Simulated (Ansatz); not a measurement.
# La on Cu(111): change of the work function, part 2 of 2

Wanted: Δφ(θ) for La/Cu(111), starting from the fcc site.

Ansatz 0.2.0; plane-wave DFT, PBE, Ansatz PAW.

So far, work function, upper face (eV): step 2 (the clean slab) 4.79; step 3 (37 atoms, coverage 0.111 ML, cell 3x3) 2.22.

## 4. Adsorbate added, k-mesh 6×6×1, coverage 0.25 ML (continued)

The density of states has structure finer than the step of the table below, so its rows give means over 0.5 eV, whole bins alone (the curve runs from -8 to 1.98 eV). Peaks (eV: height): -3.43: 84.1, -2.92: 88.4, -2.71: 103, -2.56: 86.4, -1.86: 84.3, -1.68: 107, 0.87: 164.

The density of states by energy, zero at the Fermi level; means over each step:

```csv
energy (eV),density of states (states/eV a cell)
-7.5,2.11
-7.0,1.95
-6.5,2.71
-6.0,2.88
-5.5,5.19
-5.0,9.93
-4.5,19.0
-4.0,36.9
-3.5,40.4
-3.0,58.0
-2.5,54.1
-2.0,66.1
-1.5,39.4
-1.0,6.92
-0.5,5.94
0.0,10.0
0.5,8.73
1.0,36.5
1.5,7.97
```

Projected DOS per atom over height of the atomic layer and energy from the Fermi level. Layers: Cu4 Cu4 Cu4 Cu3 Cu La from below.

Values in states/eV, 22 rows by 6 columns, each cell a mean:
```
 0.1  0.2  0.1  0.2  0.1  2.8
 0.2  0.2  0.2  0.2  0.1  3.9
 0.2  0.2  0.2  0.2  0.2 30.2
 0.2  0.2  0.1  0.2  0.2  4.5
 0.4  0.3  0.3  0.3  0.2  2.4
 0.2  0.2  0.3  0.2  0.3  1.0
 0.5  0.4  0.4  0.3  0.5  0.9
 2.4  2.0  1.6  0.6  0.9  0.4
 5.0  4.0  4.2  2.4  6.5  0.5
 3.7  2.6  3.7  3.0  5.8  0.7
 4.9  3.6  3.4  3.8  4.1  0.6
 2.3  2.9  2.9  4.9  2.0  0.6
 1.7  2.2  1.8  3.3  1.1  0.3
 1.2  2.5  2.2  2.3  0.9  0.2
 0.6  1.4  1.3  1.1  0.7  0.2
 0.3  0.5  0.5  0.4  0.3  0.1
 0.3  0.4  0.4  0.3  0.2  0.1
 0.2  0.2  0.2  0.2  0.2  0.1
 0.1  0.2  0.2  0.1  0.1  0.0
 0.1  0.1  0.1  0.1  0.1  0.0
 0.1  0.2  0.2  0.1  0.1  0.0
 0.0  0.1  0.1  0.0  0.0  0.0
```
Columns: height of the atomic layer (Å) from 9 to 17.6 (not evenly spaced); rows upwards: energy from the Fermi level (eV) from -7.96 to 1.95.

ELF in the ca plane at fractional y = 0.167, with atoms of Cu and La within 0.2 Å of it. It is the smooth field of the valence electrons, not physical close to the nuclei.

Ten even steps from '0' (0.00) to '9' (0.84), each cell a mean:
```
22222222222122222222222367641111110000000000
22222222222122222222232111110111110000000000
22222222222222222222233211011122110000000000
22332256322322222222333322122222210000000000
33332279522333322233333333222332210000000000
22222245322322222222333322112222210000000000
22222222222222222222233210001122110000000000
22222222222122222222232122211111110000000000
22222222222122222222222478752111110000000000
22222222222222222222224899985111110000000000
32232256322322222223326853797211110000000000
33332279522332222333327820597311110000000000
22222245322222222223326965897211110000000000
22222222222222222222224899984111110000000000
```
Columns run along c (16.0 Å, from fractional 0.31 to 0.90 of the cell), rows up along a (5.1 Å). Atoms in or near the plane, at fractional coordinates: Cu at (0.40, 0.17), Cu at (0.40, 0.67), La at (0.64, 0.17).

Valence density in the ca plane at fractional y = 0.167, with atoms of Cu and La within 0.2 Å of it. It is the smooth field of the valence electrons, not physical close to the nuclei.

Values in e/Å³, 8 rows by 16 columns, each cell a mean:
```
 1  0  0  0  1  0  1  0  0  0  0  0  0  0  0  0
 0  0  4  1  0  0  0  0  0  0  0  0  0  0  0  0
 0  0 26  3  0  0  0  0  0  0  0  0  0  0  0  0
 0  0  4  1  0  0  0  0  0  0  0  0  0  0  0  0
 1  0  0  0  1  0  1  0  0  0  0  0  0  0  0  0
 0  0  4  1  0  0  0  0  1  1  0  0  0  0  0  0
 0  0 26  3  0  0  0  0  1  1  0  0  0  0  0  0
 0  0  4  1  0  0  0  0  1  1  0  0  0  0  0  0
```
Columns run along c (16.0 Å, from fractional 0.31 to 0.90 of the cell), rows up along a (5.1 Å). Atoms in or near the plane, at fractional coordinates: Cu at (0.40, 0.17), Cu at (0.40, 0.67), La at (0.64, 0.17).

Electrostatic potential energy in the ca plane at fractional y = 0.167, with atoms of Cu and La within 0.2 Å of it. With pseudopotentials it is smooth inside the atoms' cores, unlike the true potential.

Ten even steps from '0' (-43 eV) to '9' (7 eV), each cell a mean:
```
64689998999755788755898766788999999999999999
65689988899855788756899988899999999999999999
87899743589877899878999999999999999999999999
99998400169999999999999999999999999999999999
99998200059999999999999999999999999999999999
98998400169999999999999999999999999999999999
77789854689877899877899999999999999999999999
64689988999755788755899888889999999999999999
65689988899855789756898755678999999999999999
87899743589877899888887310258899999999999999
99998400169999999999985012037899999999999999
99998200059999999999984035026899999999999999
98998400169999999999985101037899999999999999
77789854689877899877887411368999999999999999
```
Columns run along c (16.0 Å, from fractional 0.31 to 0.90 of the cell; values clipped at the 3rd and 97th percentile), rows up along a (5.1 Å). Atoms in or near the plane, at fractional coordinates: Cu at (0.40, 0.17), Cu at (0.40, 0.67), La at (0.64, 0.17).

The relaxation took 9 steps and lowered the energy by 1.1 eV; the largest force on the free atoms ends at 0.0033 eV/Å.

By hand: a sheet of dipoles makes a step −p/(ε₀A) in the electron's potential. With e/ε₀ = 180.95 V·Å, p = 0.2787 e·Å and A = 22.57 Å², that is −180.95 × (0.2787) / 22.57 = -2.234 eV, and the two vacuum levels of the run differ by -2.234 eV.

The covered face has 2.61 eV, -2.18 eV against the clean one; the bare back face has moved by +0.06 eV, a measure of how thin the slab is.

## 5. Work function against coverage

This step: plane-wave DFT, PBE, Ansatz PAW; work function against coverage (Ansatz 0.2.0).

The runs are now put side by side.

This step gave:

```yaml
work_function_of_the_clean_face: 4.786 eV
largest_change_of_the_work_function: -2.570 eV
```

Table of work function of the covered face by coverage:

| coverage (adsorbates/nm²) | work function of the covered face (eV) |
| --- | --- |
| 0.00 | 4.79 |
| 1.97 | 2.22 |
| 4.43 | 2.61 |

The dipole per adsorbate comes from the change of the cell's dipole. Coverage, by row:

| coverage (1/nm²) | coverage (ML) | work function (eV) | change (eV) | dipole per adsorbate, positive end outwards (debye) | mean height of the added atoms over the highest substrate atom (Å) |
| --- | --- | --- | --- | --- | --- |
| 1.969 | 0.1111 | 2.216 | -2.57 | 3.497 | 2.075 |
| 4.43 | 0.25 | 2.61 | -2.175 | 1.339 | 1.874 |

## 6. What came out

```json
{
 "work function of the clean face": "4.79 eV",
 "work function at 0.11 ML": "2.22 eV",
 "work function at 0.25 ML": "2.61 eV",
 "dipole per adsorbate at 0.11 ML, positive end outwards": "3.50 D"
}
```

What this shows: La lowers the work function of Cu(111) at the lowest coverage, by 2.57 eV: the adsorbate layer has its positive end outwards. The slab has 4 layers, at the tabulated experimental lattice constant, one starting site was run, and quantum-size effects of a slab this thin can reach one or two tenths of an eV. The main runs have no spin polarisation; a magnetic state could lie lower and would change these results.

[Logs are printed without paths, hosts, clocks, repeated set-up lines and the standing remarks that a program may print on its own settings, such as how far it seeks lower states.]

[Hosts, paths, dates, database ids (printed as entryN), source tags and the programs' standing remarks are cut or masked in the printed files.]

[Maps of the electrostatic potential energy from Ansatz leave out the sawtooth potential of an applied field or a dipole correction, so their vacuum need not be flat; planar profiles and work functions include it.]

[The density of states shown here was stored with 400 of the rows of the run's finer table, so its peaks can read low, often by over a quarter, or be missed, and its means over a window can be off by a tenth or more.]
